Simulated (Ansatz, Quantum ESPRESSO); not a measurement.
# Pm2O3 (P-3m1): zone-centre phonons, part 4 of 4

Aim: the zone-centre modes of Pm2O3 (P-3m1).

Quantum ESPRESSO 7.5; DFT PBEsol, scalar-relativistic, plane waves, PseudoDojo norm-conserving, 4f in core pseudopotentials.

So far, highest mode moved by the LO-TO term (cm⁻¹): step 9 (modes along a direction of q (1 0 0)) 593; step 10 (q direction 0×0×1) 534; step 11 (q direction 1×1×1) 576.

## (12) The same in Ansatz

A second program on the same cell, potentials, cutoff and meshes tests the implementation of the phonon response, not its convergence. Its field response is summed in its own way. Its k mesh is centred on Γ.

This step: DFT PBEsol, scalar-relativistic, plane waves, norm-conserving pseudopotentials, 4f in core (Ansatz 0.2.0).

Input file input.yaml:

```yaml
crystal:
  lattice:
    - [3.7741560143, 0.0, 0.0]
    - [-1.8870780046, 3.2685149877, 0.0]
    - [0.0, 0.0, 5.898152522]
  atoms:
    - { symbol: Pm, position: [0.6666666667, 0.3333333333, 0.2521843065] }
    - { symbol: Pm, position: [0.3333333333, 0.6666666667, 0.7478156935] }
    - { symbol: O, position: [0.3333333333, 0.6666666667, 0.1451690851] }
    - { symbol: O, position: [0.0, 0.0, 0.5] }
    - { symbol: O, position: [0.6666666667, 0.3333333333, 0.8548309149] }
kpoints:
  mp_grid: { grid: [6, 6, 4] }
hamiltonian:
  xc: pbesol
  pseudopotentials:
    kind: nc
    azcp: { Pm: "pseudopotentials/pbe/nc/lanthanide_3plus/Pm.nc.azcp" }
    accuracy: standard
scf:
  occupations: { method: fixed }
output:
  eigenvalues: true
basis:
  ecutwfc: 979.61
phonons:
  method: dfpt
  dielectric: true
  rigid_motions: translations
```

On the command line:

```
> ansatz run input.yaml --threads 8 --pin off --max-ram 16384MiB --backend cpu --events-out ev --progress --plain --runs-dir out
```

Numbers of over 12 decimals in the logs are rounded to 6 here.

The log of the run:

```text
Warning: basis.ecutwfc = 979.61 eV is below the records' recommended 1142.878222 eV, and the density's cutoff is lower with it unless basis.ecutrho_ratio is high enough to keep the records' density cutoff: compare with a run at a higher cutoff
Warning: <dir> the record states the generating functional pbe (its physics header spells it `PBE`), which answers neither for hamiltonian.xc's functional nor for the pbesol family's — results may be inconsistent (PPs are generated against a specific XC)
Engine: ansatz 0.2.0, aarch64-unknown-linux-gnu
Pseudopotentials: kind: nc
Pseudopotential: Pm, nc, valence charge 11, recommended cutoff 707.496042 eV (normal), <dir>
Pseudopotential: O, nc, valence charge 6, recommended cutoff 1142.878222 eV (normal), O.nc.azcp (PseudoDojo's, or run here from an input of PseudoDojo's; its table is named by hamiltonian.pseudopotentials.accuracy)
Functional definition: PBEsol
  exchange = pbesol_x
  correlation = pbesol_c
Crystal: 5 atoms, lattice volume = 72.759 Å³
Basis set: ecut = 979.61 eV, 5095 PW (Γ), exchange–correlation on 80×80×128 points (8 copies of the dense FFT grid, shifted against one another)
Bands: 25, of which v1, the nominal top of the filled ones, is band 20 counted from 1 (19 counted from 0)
Symmetry: 12 space group operations
k-points: 47 of 144 (irreducible under 2 space group operations, time reversal used)
Non-local potential: Pm, projectors of the file, l = 0: 2, l = 1: 2, l = 2: 2, l = 3: 1
Non-local potential: O, projectors of the file, l = 0: 2, l = 1: 2, l = 2: 1
Initial density: superposition of atomic densities (chi_scale 0.1, normalization cell)
Initial wavefunctions: pseudopotential atomic-orbital guess
Functional: x = pbesol(κ = 0.804, μ = 0.123457), c = pbesol(β = 0.046)
SCF iter   1: F=—  HF=-3482.623653 eV  |F-HF|=—  |Δ(HF+E_count)|=         —  Δρ=1.59e-1  dr2=2.08e1  ethr=3.10e-3  ⟨swp⟩=4.9  Hψ=4277  notcnv=0  defer=113
preconditioner: auto → Resta (q_TF=auto, 2.469 Å⁻¹)  ε∞=3.6  [insulator: Δε(μ)=6.326 eV  Ē_g=16.300 eV  n_scr=22 (ndim 8)  ℏωp=26.1 eV  f_vac=0.000  ε∞_Penn≈3.6]
SCF iter   2: F=—  HF=-3477.130534 eV  |F-HF|=—  |Δ(HF+E_count)|=    5.49e0  Δρ=5.86e-2  dr2=1.04e0  ethr=3.10e-3  ⟨swp⟩=4.0  Hψ=3010  notcnv=0  defer=105
SCF iter   3: F=—  HF=-3476.936908 eV  |F-HF|=—  |Δ(HF+E_count)|=   1.94e-1  Δρ=2.49e-2  dr2=3.51e-1  ethr=2.60e-3  ⟨swp⟩=2.3  Hψ=1640  notcnv=0  defer=108
SCF iter   4: F=—  HF=-3476.903875 eV  |F-HF|=—  |Δ(HF+E_count)|=   3.30e-2  Δρ=1.71e-2  dr2=1.76e-1  ethr=8.78e-4  ⟨swp⟩=2.8  Hψ=1777  notcnv=0  defer=135
SCF iter   5: F=—  HF=-3476.874635 eV  |F-HF|=—  |Δ(HF+E_count)|=   2.92e-2  Δρ=2.70e-3  dr2=5.12e-3  ethr=4.39e-4  ⟨swp⟩=2.3  Hψ=2088  notcnv=0  defer=137
SCF iter   6: F=—  HF=-3476.876580 eV  |F-HF|=—  |Δ(HF+E_count)|=   1.94e-3  Δρ=1.13e-3  dr2=1.29e-3  ethr=1.28e-5  ⟨swp⟩=3.7  Hψ=2492  notcnv=0  defer=139
SCF iter   7: F=—  HF=-3476.876482 eV  |F-HF|=—  |Δ(HF+E_count)|=   9.86e-5  Δρ=1.49e-4  dr2=1.84e-5  ethr=3.23e-6  ⟨swp⟩=2.1  Hψ=1676  notcnv=0  defer=139
SCF iter   8: F=—  HF=-3476.876500 eV  |F-HF|=—  |Δ(HF+E_count)|=   1.80e-5  Δρ=3.42e-5  dr2=1.16e-6  ethr=4.61e-8  ⟨swp⟩=2.9  Hψ=2175  notcnv=0  defer=98
SCF iter   9: F=—  HF=-3476.876602 eV  |F-HF|=—  |Δ(HF+E_count)|=   1.02e-4  Δρ=8.71e-6  dr2=4.96e-8  ethr=2.89e-9  ⟨swp⟩=3.0  Hψ=2171  notcnv=0  defer=81
SCF iter  10: F=—  HF=-3476.876602 eV  |F-HF|=—  |Δ(HF+E_count)|=   2.45e-9  Δρ=1.71e-6  dr2=2.09e-9  ethr=1.24e-10  ⟨swp⟩=3.0  Hψ=2322  notcnv=0  defer=81
SCF iter  11: F=-3476.876602 eV  HF=-3476.876602 eV  |F-HF|=1.36e-11  |Δ(HF+E_count)|=  4.01e-10  Δρ=4.10e-7  dr2=7.47e-11  ethr=1.00e-12  ⟨swp⟩=14.4  Hψ=9618  notcnv=0
SCF 1 converged in 11 iterations: F = -3476.876602 eV  dr2 = 7.47e-11
DFPT response loops at Γ: preconditioner auto → Resta (q_TF=auto, 2.469 Å⁻¹)  ε∞=4.0 (no band partly filled); β = 1.00, the filter's whole step (`scf.mixing.beta` (0.50) is not read by the response loops at its default; to damp them type it under 1.00, their step now; it binds the ground state too); Broyden in place of MSR1
── the response to a field inside a basis, on 6×6×4 k-points: an SCF that follows is theirs, and a resumed run solves both again ──
Bands: 21, of which v1, the nominal top of the filled ones, is band 20 counted from 1 (19 counted from 0)
k-points: 42 of 144 (irreducible under 4 space group operations)
Initial density: handed on by an earlier stage of this run
Initial wavefunctions: pseudopotential atomic-orbital guess (no wavefunctions were taken with the density)
Eigensolver: Dense (42 Hₖ)
SCF iter   1: F=—  HF=-3476.868569 eV  |F-HF|=—  |Δ(HF+E_count)|=         —  Δρ=5.21e-4  dr2=1.92e-5  ethr=1.00e-1
preconditioner: auto → Resta (q_TF=auto, 2.469 Å⁻¹)  ε∞=4.6  [insulator: Δε(μ)=4.137 eV  Ē_g=13.698 eV  n_scr=22 (ndim 8)  ℏωp=26.1 eV  f_vac=0.013  ε∞_Penn≈4.6]
SCF iter   2: F=—  HF=-3476.868585 eV  |F-HF|=—  |Δ(HF+E_count)|=   1.60e-5  Δρ=2.68e-4  dr2=4.51e-6  ethr=4.81e-8
SCF iter   3: F=—  HF=-3476.868590 eV  |F-HF|=—  |Δ(HF+E_count)|=   5.57e-6  Δρ=1.06e-4  dr2=6.43e-7  ethr=1.13e-8
SCF iter   4: F=-3476.868591 eV  HF=-3476.868591 eV  |F-HF|=2.09e-8  |Δ(HF+E_count)|=   1.15e-6  Δρ=7.05e-6  dr2=3.02e-8  ethr=1.61e-9
SCF 1 converged in 4 iterations: F = -3476.868591 eV  dr2 = 3.02e-8
DFPT response loops at Γ: preconditioner auto → Resta (q_TF=auto, 2.469 Å⁻¹)  ε∞=3.8 (no band partly filled); β = 1.00, the filter's whole step (`scf.mixing.beta` (0.50) is not read by the response loops at its default; to damp them type it under 1.00, their step now; it binds the ground state too); Broyden in place of MSR1
SCF converged after 11 iterations
Free energy (F): -3476.876602 eV
Harris-Foulkes:  -3476.876602 eV  (|F-HF|=1.36e-11)
Internal energy: -3476.876602 eV  (E = F + TS)
E sigma→0 (E₀):  -3476.876602 eV
Fermi energy:    10.215709 eV
--- Per-component energies (eV) ---
  E_band       = -62.892047
  E_kinetic    = 1397.907285
  E_local      = -1675.571125  (includes V_loc(G=0)·N_el)
  E_nonlocal   = -115.381184
  E_hartree    = 541.240280
  E_xc         = -856.464955
  E_vxc        = -752.327734  (∫ρ·V_xc dr)
  E_ewald      = -2768.606903
  E_smearing   = -0.000000  (= −TS)
  E_closure    = -0.000000  (closes the sum)
  Σ components = -3476.876602   (vs F -3476.876602, Δ=0.00e0)
--- Band table (eV; the first three rows and the last of 47) ---
  k-point 0: bands = [... 16 lower, 8.2152, 9.8340, 9.8340, 10.2157, 14.8504, 14.9711, 14.9711, 15.5448, ... 1 higher]
  k-point 1: bands = [... 16 lower, 8.6505, 9.8071, 9.8605, 9.8605, 15.2503, 15.2503, 15.4989, 15.6979, ... 1 higher]
  k-point 2: bands = [... 16 lower, 9.0288, 9.3200, 9.8992, 9.8992, 15.6248, 15.6248, 15.9415, 16.3361, ... 1 higher]
  k-point 46: bands = [... 16 lower, 9.2472, 9.4276, 9.6719, 9.8625, 14.6729, 15.9553, 16.1325, 17.0029, ... 1 higher]
--- Phonons (Γ-DFPT): 6 representative perturbations + reference, on 47 of 144 k-points (Σ response iterations 18) ---
  k mesh reduced under 2 symmetry operations, with k and −k counted as one. Each operation leaves every solved perturbation unchanged. A smaller set is not considered because the run solves the response to a homogeneous field
  ASR residual: 4.124e-4 → 0.000e0 eV/Å²; symmetrization residual: 7.451e-6 eV/Å²
  ASR residual per site (eV/Å²): 1.28e-4 1.28e-4 4.12e-4 3.09e-4 4.12e-4
  Γ frequencies (cm⁻¹): 0.00 0.00 0.00 108.30 108.30 203.39 207.57 207.57 235.70 436.09 436.09 440.69 467.34 476.02 476.02
  ε∞ (high-frequency dielectric tensor):
        4.824923    -0.000000    -0.000000
       -0.000000     4.824923    -0.000000
       -0.000000    -0.000000     4.695714
  ε⁰ (static dielectric tensor: ions relaxed, cell fixed):
       21.744516    -0.000000     0.000000
       -0.000000    21.744516    -0.000000
        0.000000    -0.000000    19.954183
  ε⁰ − ε∞ (ionic part):
       16.919593    -0.000000     0.000000
       -0.000000    16.919593    -0.000000
        0.000000    -0.000000    15.258469
  softest optical mode at Γ: 108.30 cm⁻¹; the repairs (sum rule, projections) moved no ω² at Γ by more than (2.98 cm⁻¹)²
  Born effective charges Z* (e; rows j = field, columns β = displacement):
    site 0:
         4.05305   -0.00000   -0.00000
        -0.00000    4.05305   -0.00000
        -0.00000   -0.00000    3.70350
    site 1:
         4.05305   -0.00000   -0.00000
        -0.00000    4.05305   -0.00000
        -0.00000   -0.00000    3.70350
    site 2:
        -2.72231    0.00000    0.00000
         0.00000   -2.72231    0.00000
         0.00000    0.00000   -2.46751
    site 3:
        -2.66147    0.00000    0.00000
         0.00000   -2.66147    0.00000
         0.00000    0.00000   -2.47198
    site 4:
        -2.72231    0.00000    0.00000
         0.00000   -2.72231    0.00000
         0.00000    0.00000   -2.46751
  Z* charge neutrality: 7.003e-4 e pre-enforcement
  solved inside a basis spanned on kpoints, on 6×6×4 k-points, its susceptibility summed on 12×12×8: ε∞ is read to err by 1.4e-2, Z* by 1.5e-2 e (field_mesh: kpoints solves on kpoints); Z* is corrected for what the basis lacks
  optical modes at Γ without the LO–TO term, one row a degenerate level:
      ω (cm⁻¹)  modes    IR ((D/Å)²/amu)
        108.30      2             0.0000
        203.39      1             0.0000
        207.57      2            42.7352
        235.70      1            28.2967
        436.09      2            30.9017
        440.69      1             0.0000
        467.34      1             2.4420
        476.02      2             0.0000
  optical modes at Γ + LO–TO along q̂ = [1.0000, 0.0000, 0.0000]:
      ω (cm⁻¹)  modes    IR ((D/Å)²/amu)
        108.30      2             0.0000
        203.39      1             0.0000
        207.57      1            21.3676
        235.70      1            28.2967
        323.86      1             3.5100
        436.09      1            15.4509
        440.69      1             0.0000
        467.34      1             2.4420
[...]
optical modes at Γ + LO–TO along q̂ = [0.0000, 1.0000, 0.0000]:
      ω (cm⁻¹)  modes    IR ((D/Å)²/amu)
[...]
440.69      1             0.0000
        467.34      1             2.4420
        476.02      2             0.0000
        593.35      1            33.3085
  optical modes at Γ + LO–TO along q̂ = [0.0000, 0.0000, 1.0000]:
      ω (cm⁻¹)  modes    IR ((D/Å)²/amu)
        108.30      2             0.0000
        203.39      1             0.0000
        207.57      2            42.7352
        425.48      1             7.2381
        436.09      2            30.9017
        440.69      1             0.0000
        476.02      2             0.0000
        533.69      1            23.5006
```

Wall time 52 s (8 threads of Arm Neoverse V2, shared host); peak memory 1.6 GiB.

Numbers from this step:

- sum-rule residual before enforcement: 4.12e-4 eV/Å²
- miss of the charge sum rule: 7.00e-4 e
- estimated error of the dielectric tensor: 0.01374
- estimated error of the Born charges: 0.01470 e
- highest optical zone-centre mode (no LO-TO term): 476.0 cm⁻¹
- lowest optical zone-centre mode: 108.3 cm⁻¹
- mean high-frequency dielectric constant: 4.782
- mean static dielectric constant: 21.15
- highest mode moved by the LO-TO term: 593.4 cm⁻¹

Transverse modes. Lines of the infrared spectrum (strongest = 100):

| position (cm⁻¹) | label | IR intensity ((D/Å)²/amu), degenerate modes summed, relative |
| --- | --- | --- |
| 108 | Eg | 0.0 |
| 203 | A1g | 0.0 |
| 208 | Eu | 100 |
| 236 | A2u | 66 |
| 436 | Eu | 72 |
| 441 | A1g | 0.0 |
| 467 | A2u | 5.7 |
| 476 | Eg | 0.0 |

## (13) Side by side: QE PseudoDojo and Ansatz, PseudoDojo

Worked out from the results:

```yaml
root_mean_square_difference: 0.62 cm⁻¹
largest_difference: 1.3 cm⁻¹
```

The 12 of 12 modes that differ most. Frequencies side by side:

| q (reciprocal lattice) | mode | QE PseudoDojo (cm⁻¹) | Ansatz, PseudoDojo (cm⁻¹) |
| --- | --- | --- | --- |
| 0 0 0 | 4 | 108.2 | 108.3 |
| 0 0 0 | 5 | 108.2 | 108.3 |
| 0 0 0 | 6 | 203.9 | 203.4 |
| 0 0 0 | 7 | 206.3 | 207.6 |
| 0 0 0 | 8 | 206.3 | 207.6 |
| 0 0 0 | 9 | 235.1 | 235.7 |
| 0 0 0 | 10 | 435.7 | 436.1 |
| 0 0 0 | 11 | 435.7 | 436.1 |
| 0 0 0 | 12 | 440.7 | 440.7 |
| 0 0 0 | 13 | 467.2 | 467.3 |
| 0 0 0 | 14 | 475.7 | 476 |
| 0 0 0 | 15 | 475.7 | 476 |

The two runs side by side. Further quantities:

| quantity | QE PseudoDojo | Ansatz, PseudoDojo |
| --- | --- | --- |
| mean ε∞ | 4.781 | 4.782 |
| largest Born charge in size (e; the first before, the second after the charge sum rule) | 3.937 | 3.937 |

At the zone centre the largest difference (acoustic modes at Γ apart) is 0.3 % of the highest mode.

## (14) Summary of results

```
space group after relaxation                                           : P-3m1
volume per atom                                                        : 14.6 Å³
gap on the k-mesh                                                      : 3.84 eV
highest optical zone-centre mode (no LO-TO term)                       : 475.7 cm⁻¹
lowest optical zone-centre mode                                        : 108.2 cm⁻¹
highest mode moved by the LO-TO term                                   : 593.1 cm⁻¹
mean high-frequency dielectric constant                                : 4.78
largest Born charge in size (third of the trace)                       : 3.94 e
mean static dielectric constant                                        : 21.3
imaginary optical modes at the zone centre (no q mesh in this session) : none
largest difference from Ansatz, PseudoDojo                             : 1.3 cm⁻¹
```

In words: At the PBEsol level the optical modes of Pm2O3 (P-3m1) at the zone centre (no LO-TO term) run from 108 to 476 cm⁻¹. Along the directions run, the highest mode that the macroscopic field moves lies at 593 cm⁻¹. Lattice motion raises the mean dielectric constant from 4.781 to 21.30. Of the 12 optical modes, 6 are Raman active alone and 6 are infrared active alone; inversion symmetry keeps the two sets apart. QE PseudoDojo and Ansatz, PseudoDojo differ by 0.6 cm⁻¹ in the root mean square and by 1.3 cm⁻¹ at most, 0.3 % of the highest mode compared (acoustic modes at Γ left out). These are harmonic frequencies at zero temperature: anharmonic shifts and linewidths and thermal expansion are left out. Spin-orbit coupling is left out, which can matter for the heavy elements here. The 4f electrons are frozen in the core as for a trivalent ion, in files made for PBE, so their moments and any magnetic order are left out. The relaxation ran at 72 Ry, under the 84 Ry recommended for these files; the stress of so short a basis can leave the cell about one per cent too small. Ansatz warns that the cutoff lies 14 % under the one recommended for these files; agreement at one cutoff is not convergence. The structure comes from a database and need not be the phase that is stable at ambient conditions.

[Host names and launcher messages were left out of these logs when they were recorded.]

[Logs are printed without paths, hosts, clocks, repeated set-up lines and the standing remarks that a program may print on its own settings, such as how far it seeks lower states.]

[Hosts, paths, dates, database ids (printed as entryN), source tags and the programs' standing remarks are cut or masked in the printed files.]
